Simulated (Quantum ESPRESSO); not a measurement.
# Constrained canting in MnS (Browneite), part 2 of 2

How does the energy of MnS (Browneite) follow the angle between its sublattices, and is it a Heisenberg cosine?

Quantum ESPRESSO 7.5; LDA with U = 4 eV on Mn d (ortho-atomic projectors); plane waves with GBRV 1.5 LDA potentials, no spin-orbit coupling.

So far, largest spin moment in the atom's sphere (μB): step 2 (the collinear order that defines the sublattices) 4.25; step 3 (ferromagnetic, Kohn–Sham states 34, start moments [4.5, 4.5 …) 4.33.

### Step 4. Angle 0°, no penalty

The two sets tilt by half the angle to either side of z. A collinear state is stationary and needs no penalty.

File pw.in:

```
&CONTROL
  calculation = 'scf'
  prefix = 'pwscf'
  outdir = './tmp'
  pseudo_dir = './pseudo'
  disk_io = 'nowf'
/
&SYSTEM
  ibrav = 0
  celldm(1) = 8
  nat = 4
  ntyp = 2
  ecutwfc = 34
  ecutrho = 238
  nbnd = 60
  occupations = 'smearing'
  smearing = 'fd'
  degauss = 0.00734986
  noncolin = .true.
  starting_magnetization(1) = 0.2833
  angle1(1) = 0
  angle2(1) = 0
  starting_magnetization(2) = 0
  nosym = .true.
/
&ELECTRONS
  conv_thr = 4d-08
  electron_maxstep = 150
  mixing_beta = 0.3
/
ATOMIC_SPECIES
Mn     54.9380 mn_lda_v1.5.uspp.F.UPF
S      32.0600 s_lda_v1.4.uspp.F.UPF
CELL_PARAMETERS alat
   0.0000000000000    0.6614041436190    0.6614041436190
   1.3228082872380    0.0000000000000    1.3228082872380
   1.3228082872380    0.6614041436190    0.6614041436190
ATOMIC_POSITIONS crystal
Mn      0.0000000000    0.0000000000    0.0000000000
Mn      0.0000000000    0.5000000000    0.0000000000
S       0.2500000000    0.0000000000    0.2500000000
S       0.2500000000    0.5000000000    0.2500000000
K_POINTS automatic
4 2 4 0 0 0
HUBBARD {ortho-atomic}
U Mn-3d 4.0000
```

Command:

```sh
$ OMP_NUM_THREADS=1 mpirun -n 3 pw.x -nk 3 -in pw.in > pw.out
```

The program printed:

```text
[banner, memory and clock lines left out]
Program PWSCF v.7.5 starts

     Found identity + (  0.0000 -0.5000 -0.0000) symmetry
     This is a supercell, fractional translations are disabled

     bravais-lattice index     =            0
     lattice parameter (alat)  =       8.0000  a.u.
     unit-cell volume          =     592.5578 (a.u.)^3
     number of atoms/cell      =            4
     number of atomic types    =            2
     number of electrons       =        42.00
     number of Kohn-Sham states=           60
     kinetic-energy cutoff     =      34.0000  Ry
     charge density cutoff     =     238.0000  Ry
     scf convergence threshold =      4.0E-08
     mixing beta               =       0.3000
     number of iterations used =            8  plain     mixing
     Exchange-correlation=  SLA  PZ   NOGX NOGC
                           (   1   1   0   0   0   0   0)
     Noncollinear calculation without spin-orbit

     Hubbard projectors: ortho-atomic
     Hubbard parameters of DFT+U (Dudarev formulation) in eV:
     U(Mn-3d) =  4.0000

     Internal variables: lda_plus_u =T, lda_plus_u_kind = 0

     Internal variables: orbital_resolved =F, hub_pot_fix =F, apply_U = F

     [... lines left out ...]
     PseudoPot. # 1 for Mn read from file:
     mn_lda_v1.5.uspp.F.UPF
     Pseudo is Ultrasoft + core correction, Zval = 15.0

     PseudoPot. # 2 for S  read from file:
     s_lda_v1.4.uspp.F.UPF
     Pseudo is Ultrasoft + core correction, Zval =  6.0

     atomic species   valence    mass     pseudopotential
     Mn               15.00    54.93800     Mn( 1.00)
     S                 6.00    32.06000     S ( 1.00)

     No symmetry found

   Cartesian axes

     site n.     atom                  positions (alat units)
         1        Mn     tau(   1) = (   0.0000000   0.0000000   0.0000000  )
         2        Mn     tau(   2) = (   0.6614041   0.0000000   0.6614041  )
         3        S      tau(   3) = (   0.3307021   0.3307021   0.3307021  )
         4        S      tau(   4) = (   0.9921062   0.3307021   0.9921062  )

     number of k points=    32  Fermi-Dirac smearing, width (Ry)=  0.0073

     Dense  grid:    36763 G-vectors     FFT dimensions: (  40,  75,  64)

     Smooth grid:    15735 G-vectors     FFT dimensions: (  27,  60,  50)

     Check: negative core charge=   -0.000019
     Generating pointlists ...
     new r_m :   0.2363 (alat units)  1.8902 (a.u.) for type    1
     new r_m :   0.2363 (alat units)  1.8902 (a.u.) for type    2

     Initial potential from superposition of free atoms

     starting charge      40.9998, renormalised to      42.0000

     STARTING HUBBARD OCCUPATIONS:

     ================= HUBBARD OCCUPATIONS ================
     ------------------------ ATOM    1 ------------------------
     Tr[ns(  1)] (up, down, total) =   5.00000  0.00000  5.00000
     [... lines left out ...]
     Atomic magnetic moment mx, my, mz =     0.000000    0.000000    5.000000
     ------------------------ ATOM    2 ------------------------
     Tr[ns(  2)] (up, down, total) =   5.00000  0.00000  5.00000
     [... lines left out ...]
     Atomic magnetic moment mx, my, mz =     0.000000    0.000000    5.000000

     Number of occupied Hubbard levels =   10.0000

     atom number    1 relative position :    0.0000   0.0000   0.0000
     charge :    13.217546  (integrated on a sphere of radius 0.236)
     magnetization :          0.000000    0.000000    3.695214
     magnetization/charge:    0.000000    0.000000    0.279569
     polar coord.: r, theta, phi [deg] :     3.695214    0.000000  360.000000

     atom number    2 relative position :    0.6614   0.0000   0.6614
     charge :    13.217532  (integrated on a sphere of radius 0.236)
     magnetization :          0.000000    0.000000    3.695222
     magnetization/charge:    0.000000    0.000000    0.279570
     polar coord.: r, theta, phi [deg] :     3.695222    0.000000  360.000000

     atom number    3 relative position :    0.3307   0.3307   0.3307
     charge :     4.070826  (integrated on a sphere of radius 0.236)
     magnetization :          0.000000    0.000000    0.049677
     magnetization/charge:    0.000000    0.000000    0.012203
     polar coord.: r, theta, phi [deg] :     0.049677    0.000000  360.000000

     atom number    4 relative position :    0.9921   0.3307   0.9921
     charge :     4.070844  (integrated on a sphere of radius 0.236)
     magnetization :          0.000000    0.000000    0.049671
     magnetization/charge:    0.000000    0.000000    0.012202
     polar coord.: r, theta, phi [deg] :     0.049671    0.000000  360.000000

     Atomic wfc used for Hubbard projectors are orthogonalized

     Starting wfcs are   68 randomized atomic wfcs

     Self-consistent Calculation

     iteration #  1     ecut=    34.00 Ry     beta= 0.30
     Davidson diagonalization with overlap
     ethr =  1.00E-02,  avg # of iterations =  4.1

     ================= HUBBARD OCCUPATIONS ================
     ------------------------ ATOM    1 ------------------------
     Tr[ns(  1)] (up, down, total) =   4.84431  0.14982  4.99413
     [... lines left out ...]
     Atomic magnetic moment mx, my, mz =    -0.000000   -0.000000    4.694484
     ------------------------ ATOM    2 ------------------------
     Tr[ns(  2)] (up, down, total) =   4.84437  0.14984  4.99421
     [... lines left out ...]
     Atomic magnetic moment mx, my, mz =    -0.000000   -0.000000    4.694532

     Number of occupied Hubbard levels =    9.9883

     total energy              =    -470.30149809 Ry
     estimated scf accuracy    <       0.95791008 Ry

     total magnetization       =    -0.00    -0.00     9.99 Bohr mag/cell
     absolute magnetization    =     9.99 Bohr mag/cell

     [... further iterations left out ...]

     iteration # 10     ecut=    34.00 Ry     beta= 0.30
     Davidson diagonalization with overlap
     ethr =  9.59E-11,  avg # of iterations =  4.4

     atom number    1 relative position :    0.0000   0.0000   0.0000
     charge :    12.916649  (integrated on a sphere of radius 0.236)
     magnetization :         -0.000000    0.000000    4.330106
     magnetization/charge:   -0.000000    0.000000    0.335234
     polar coord.: r, theta, phi [deg] :     4.330106    0.000000  360.000000

     atom number    2 relative position :    0.6614   0.0000   0.6614
     charge :    12.916599  (integrated on a sphere of radius 0.236)
     magnetization :          0.000000    0.000000    4.330130
     magnetization/charge:    0.000000    0.000000    0.335238
     polar coord.: r, theta, phi [deg] :     4.330130    0.000000  360.000000

     atom number    3 relative position :    0.3307   0.3307   0.3307
     charge :     4.225012  (integrated on a sphere of radius 0.236)
     magnetization :         -0.000000   -0.000000    0.077274
     magnetization/charge:   -0.000000   -0.000000    0.018290
     polar coord.: r, theta, phi [deg] :     0.077274    0.000000  360.000000

     atom number    4 relative position :    0.9921   0.3307   0.9921
     charge :     4.225018  (integrated on a sphere of radius 0.236)
     magnetization :         -0.000000   -0.000000    0.077267
     magnetization/charge:   -0.000000   -0.000000    0.018288
     polar coord.: r, theta, phi [deg] :     0.077267    0.000000  360.000000

     End of self-consistent calculation

     ================= HUBBARD OCCUPATIONS ================
     ------------------------ ATOM    1 ------------------------
     Tr[ns(  1)] (up, down, total) =   4.95552  0.28218  5.23770
     [... lines left out ...]
     Atomic magnetic moment mx, my, mz =     0.000000    0.000000    4.673338
     ------------------------ ATOM    2 ------------------------
     Tr[ns(  2)] (up, down, total) =   4.95552  0.28218  5.23770
     [... lines left out ...]
     Atomic magnetic moment mx, my, mz =     0.000000    0.000000    4.673339

     Number of occupied Hubbard levels =   10.4754
     [... lines left out ...]
     the Fermi energy is     7.3610 ev

!    total energy              =    -470.47493633 Ry
     estimated scf accuracy    <       0.00000003 Ry
     smearing contrib. (-TS)   =      -0.00009099 Ry
     internal energy E=F+TS    =    -470.47484534 Ry

     The total energy is F=E-TS. E is the sum of the following terms:
     one-electron contribution =    -316.07088642 Ry
     hartree contribution      =     168.48331443 Ry
     xc contribution           =     -69.53989583 Ry
     ewald contribution        =    -253.43760864 Ry
     Hubbard energy            =       0.09023112 Ry

     total magnetization       =     0.00     0.00    10.00 Bohr mag/cell
     absolute magnetization    =    10.00 Bohr mag/cell

     convergence has been achieved in  10 iterations
```

The job ended after 6.7 min (3 MPI ranks of Intel Xeon at 2.80GHz (Skylake/Cascade Lake), shared host; peak memory 0.64 GiB).

Spin moment in the atom's sphere by atom:

| atom | x (μB) | y (μB) | z (μB) | size |
| --- | --- | --- | --- | --- |
| Mn1 | 0.00 | 0.00 | 4.33 | 4.33 |
| Mn2 | 0.00 | 0.00 | 4.33 | 4.33 |
| S3 | 0.00 | 0.00 | 0.08 | 0.08 |
| S4 | 0.00 | 0.00 | 0.08 | 0.08 |

This step gave:

```
smearing term TS       : 0.001238 eV
magnetization          : 0, 0, 9.998 μB
absolute magnetization : 9.998 μB
final state            : ferromagnetic
```

### Step 5. Angle 30°, lambda 0.5 Ry

A penalty pulls the polar angle of each moment to the typed one; its size and its azimuth are free.

pw.in: that of step 4 with these lines changed.

```diff
@@ -11,3 +11,3 @@
   nat = 4
-  ntyp = 2
+  ntyp = 3
   ecutwfc = 34
@@ -20,5 +20,12 @@
   starting_magnetization(1) = 0.2833
-  angle1(1) = 0
+  angle1(1) = 15
   angle2(1) = 0
-  starting_magnetization(2) = 0
+  starting_magnetization(2) = 0.2833
+  angle1(2) = 15
+  angle2(2) = 180
+  starting_magnetization(3) = 0.0117
+  angle1(3) = 0
+  angle2(3) = 0
+  constrained_magnetization = 'atomic direction'
+  lambda = 0.5
   nosym = .true.
@@ -31,3 +38,4 @@
 ATOMIC_SPECIES
-Mn     54.9380 mn_lda_v1.5.uspp.F.UPF
+Mn1    54.9380 mn_lda_v1.5.uspp.F.UPF
+Mn2    54.9380 mn_lda_v1.5.uspp.F.UPF
 S      32.0600 s_lda_v1.4.uspp.F.UPF
@@ -38,4 +46,4 @@
 ATOMIC_POSITIONS crystal
-Mn      0.0000000000    0.0000000000    0.0000000000
-Mn      0.0000000000    0.5000000000    0.0000000000
+Mn1     0.0000000000    0.0000000000    0.0000000000
+Mn2     0.0000000000    0.5000000000    0.0000000000
 S       0.2500000000    0.0000000000    0.2500000000
@@ -45,2 +53,3 @@
 HUBBARD {ortho-atomic}
-U Mn-3d 4.0000
+U Mn1-3d 4.0000
+U Mn2-3d 4.0000
```

The program printed:

```text
     [... lines left out ...]
Program PWSCF v.7.5 starts
     [... lines left out ...]
     number of atoms/cell      =            4
     [... lines left out ...]
     number of electrons       =        42.00
     number of Kohn-Sham states=           60
     kinetic-energy cutoff     =      34.0000  Ry
     charge density cutoff     =     238.0000  Ry
     scf convergence threshold =      4.0E-08
     [... lines left out ...]
     Noncollinear calculation without spin-orbit
     [... lines left out ...]
     No symmetry found
     [... lines left out ...]
     number of k points=    32  Fermi-Dirac smearing, width (Ry)=  0.0073
     [... lines left out ...]
     iteration # 17     ecut=    34.00 Ry     beta= 0.30
     [... lines left out ...]
     constraint energy (Ry) =      0.00035469
     atom number    1 relative position :    0.0000   0.0000   0.0000
     [... lines left out ...]
     magnetization :          1.386423   -0.000023    4.091052
     [... lines left out ...]
     atom number    2 relative position :    0.6614   0.0000   0.6614
     [... lines left out ...]
     magnetization :         -1.386419    0.000061    4.091077
     [... lines left out ...]
     atom number    3 relative position :    0.3307   0.3307   0.3307
     [... lines left out ...]
     magnetization :         -0.000000    0.000000    0.070703
     [... lines left out ...]
     atom number    4 relative position :    0.9921   0.3307   0.9921
     [... lines left out ...]
     magnetization :          0.000000    0.000000    0.070697
     [... lines left out ...]
     Tr[ns(  1)] (up, down, total) =   4.82936  0.41375  5.24311
     [... lines left out ...]
     Tr[ns(  2)] (up, down, total) =   4.82936  0.41375  5.24311
     [... lines left out ...]
     the Fermi energy is     7.3384 ev
!    total energy              =    -470.47704360 Ry
     estimated scf accuracy    <          3.3E-09 Ry
     smearing contrib. (-TS)   =      -0.00005110 Ry
     [... lines left out ...]
     total magnetization       =     0.00     0.00     9.44 Bohr mag/cell
     absolute magnetization    =     9.94 Bohr mag/cell
     [... lines left out ...]
     convergence has been achieved in  17 iterations
```

It took 9.9 min on 3 MPI ranks; peak memory 0.61 GiB.

Spin moment in the atom's sphere by atom:

| atom | x (μB) | y (μB) | z (μB) | size |
| --- | --- | --- | --- | --- |
| Mn1 | 1.39 | 0.00 | 4.09 | 4.32 |
| Mn2 | -1.39 | 0.00 | 4.09 | 4.32 |
| S3 | 0.00 | 0.00 | 0.07 | 0.07 |
| S4 | 0.00 | 0.00 | 0.07 | 0.07 |

Numbers from this step:

```
smearing term TS       : 6.95e-4 eV
magnetization          : 0, 0, 9.437 μB
absolute magnetization : 9.945 μB
penalty energy         : 4.826 meV
final state            : non-collinear
```

### Step 6. Angle 60°, lambda 0.5 Ry

pw.in: that of step 5 with these lines changed.

```diff
@@ -20,6 +20,6 @@
   starting_magnetization(1) = 0.2833
-  angle1(1) = 15
+  angle1(1) = 30
   angle2(1) = 0
   starting_magnetization(2) = 0.2833
-  angle1(2) = 15
+  angle1(2) = 30
   angle2(2) = 180
```

The program printed:

```text
     [... lines left out ...]
Program PWSCF v.7.5 starts
     [... lines left out ...]
     number of atoms/cell      =            4
     [... lines left out ...]
     number of electrons       =        42.00
     number of Kohn-Sham states=           60
     kinetic-energy cutoff     =      34.0000  Ry
     charge density cutoff     =     238.0000  Ry
     scf convergence threshold =      4.0E-08
     [... lines left out ...]
     Noncollinear calculation without spin-orbit
     [... lines left out ...]
     No symmetry found
     [... lines left out ...]
     number of k points=    32  Fermi-Dirac smearing, width (Ry)=  0.0073
     [... lines left out ...]
     iteration # 14     ecut=    34.00 Ry     beta= 0.30
     [... lines left out ...]
     constraint energy (Ry) =      0.00024923
     atom number    1 relative position :    0.0000   0.0000   0.0000
     [... lines left out ...]
     magnetization :          2.265426    0.000002    3.659115
     [... lines left out ...]
     atom number    2 relative position :    0.6614   0.0000   0.6614
     [... lines left out ...]
     magnetization :         -2.265437    0.000032    3.659138
     [... lines left out ...]
     atom number    3 relative position :    0.3307   0.3307   0.3307
     [... lines left out ...]
     magnetization :          0.000000    0.000000    0.060628
     [... lines left out ...]
     atom number    4 relative position :    0.9921   0.3307   0.9921
     [... lines left out ...]
     magnetization :          0.000001    0.000000    0.060622
     [... lines left out ...]
     Tr[ns(  1)] (up, down, total) =   4.60055  0.65071  5.25125
     [... lines left out ...]
     Tr[ns(  2)] (up, down, total) =   4.60055  0.65071  5.25125
     [... lines left out ...]
     the Fermi energy is     7.2995 ev
!    total energy              =    -470.48038712 Ry
     estimated scf accuracy    <       0.00000001 Ry
     smearing contrib. (-TS)   =      -0.00002258 Ry
     [... lines left out ...]
     total magnetization       =     0.00     0.00     8.43 Bohr mag/cell
     absolute magnetization    =     9.86 Bohr mag/cell
     [... lines left out ...]
     convergence has been achieved in  14 iterations
```

Run time: 7.5 min. Hardware: 3 MPI ranks; peak memory 0.61 GiB.

This step gave:

* smearing term TS: 3.07e-4 eV
* magnetization: 0, 0, 8.43 μB
* absolute magnetization: 9.863 μB
* penalty energy: 3.391 meV
* final state: non-collinear
* largest moment: 4.304 μB

### Step 7. Angle 180°, no penalty

pw.in: that of step 6 with these lines changed.

```diff
@@ -20,12 +20,8 @@
   starting_magnetization(1) = 0.2833
-  angle1(1) = 30
+  angle1(1) = 90
   angle2(1) = 0
   starting_magnetization(2) = 0.2833
-  angle1(2) = 30
+  angle1(2) = 90
   angle2(2) = 180
-  starting_magnetization(3) = 0.0117
-  angle1(3) = 0
-  angle2(3) = 0
-  constrained_magnetization = 'atomic direction'
-  lambda = 0.5
+  starting_magnetization(3) = 0
   nosym = .true.
```

The program printed:

```text
     [... lines left out ...]
Program PWSCF v.7.5 starts
     [... lines left out ...]
     number of atoms/cell      =            4
     [... lines left out ...]
     number of electrons       =        42.00
     number of Kohn-Sham states=           60
     kinetic-energy cutoff     =      34.0000  Ry
     charge density cutoff     =     238.0000  Ry
     scf convergence threshold =      4.0E-08
     [... lines left out ...]
     Noncollinear calculation without spin-orbit
     [... lines left out ...]
     No symmetry found
     [... lines left out ...]
     number of k points=    32  Fermi-Dirac smearing, width (Ry)=  0.0073
     [... lines left out ...]
     iteration # 12     ecut=    34.00 Ry     beta= 0.30
     [... lines left out ...]
     atom number    1 relative position :    0.0000   0.0000   0.0000
     [... lines left out ...]
     magnetization :          4.248162   -0.000104    0.000008
     [... lines left out ...]
     atom number    2 relative position :    0.6614   0.0000   0.6614
     [... lines left out ...]
     magnetization :         -4.248193   -0.000063    0.000125
     [... lines left out ...]
     atom number    3 relative position :    0.3307   0.3307   0.3307
     [... lines left out ...]
     magnetization :          0.000000   -0.000001    0.000001
     [... lines left out ...]
     atom number    4 relative position :    0.9921   0.3307   0.9921
     [... lines left out ...]
     magnetization :          0.000001   -0.000001    0.000001
     [... lines left out ...]
     Tr[ns(  1)] (up, down, total) =   2.63957  2.63956  5.27914
     [... lines left out ...]
     Tr[ns(  2)] (up, down, total) =   2.63963  2.63950  5.27913
     [... lines left out ...]
     the Fermi energy is     7.1104 ev
!    total energy              =    -470.49267957 Ry
     estimated scf accuracy    <       0.00000003 Ry
     smearing contrib. (-TS)   =      -0.00000016 Ry
     [... lines left out ...]
     total magnetization       =     0.00    -0.00     0.00 Bohr mag/cell
     absolute magnetization    =     9.52 Bohr mag/cell
     convergence has been achieved in  12 iterations
```

It took 3.7 min on 3 MPI ranks; peak memory 0.61 GiB.

Read from the output:

```yaml
smearing_term_ts: 2.11e-6 eV
magnetization: 0, 0, 0 μB
absolute_magnetization: 9.52 μB
final_state: antiferromagnetic
largest_moment: 4.248 μB
```

### Step 8. The angles together

Not every run of the table is shown above.

Canting:

| lambda (Ry) | typed angle (degrees) | final angle (degrees) | energy less that at the first angle (meV a seeded atom) | penalty energy, not in the total (meV a cell) | largest site moment (μB) | CPU time (s) |
| --- | --- | --- | --- | --- | --- | --- |
| - | 0 | 0 | 0 | 0 | 4.33 | 557.6 |
| 0.5 | 30 | 37.44 | -14.34 | 4.826 | 4.32 | 1092 |
| 0.5 | 60 | 63.52 | -37.08 | 3.391 | 4.304 | 649.5 |
| 0.5 | 90 | 91.94 | -66.41 | 1.989 | 4.284 | 719.7 |
| 0.5 | 120 | 121.1 | -94.19 | 0.8966 | 4.265 | 528.1 |
| - | 180 | 180 | -120.7 | 0 | 4.248 | 637.5 |

A fit to E = E0 − A cos θ − B cos² θ gives A = -60.2 meV and B = -4.06 meV a seeded atom.

### Step 9. Summary of results

```yaml
angle_of_lowest_energy: 180°
range_of_the_energy: 121 meV a seeded atom
range_of_the_largest_moment: 4.25 to 4.33 μB
bilinear_coefficient_a: -60.2 meV
biquadratic_coefficient_b: -4.06 meV
```

In words: One run ends 7.4° off its typed angle, so energies belong to the final angles. A is negative, so opposed sublattices are favoured, and B is under a tenth of it, as a Heisenberg model has it. The largest moment changes by 1.9 % over the angles. This holds for the two sublattices of this cell; other orders were not tried. Without spin–orbit coupling only the angle between the moments matters. The mesh is coarse, so differences of some ten meV can be noise where moments are itinerant. Energies are free energies at an electronic temperature of 1160 K, which lowers moments and differences where the moments are itinerant. The cutoff lies under the 40 Ry that these files are usually run at.

[Logs and program files are shortened in this print: banners, set-up blocks, solver, clock and traceback lines can be left out without a mark of their own.]

[Logs are printed without paths, hosts, clocks, repeated set-up lines and the standing remarks that a program may print on its own settings, such as how far it seeks lower states.]

[Hosts, paths, dates, database ids (printed as entryN), source tags and the programs' standing remarks are cut or masked in the printed files.]

[Where a cell is said to come from a database of computed structures, the database is the Materials Project.]
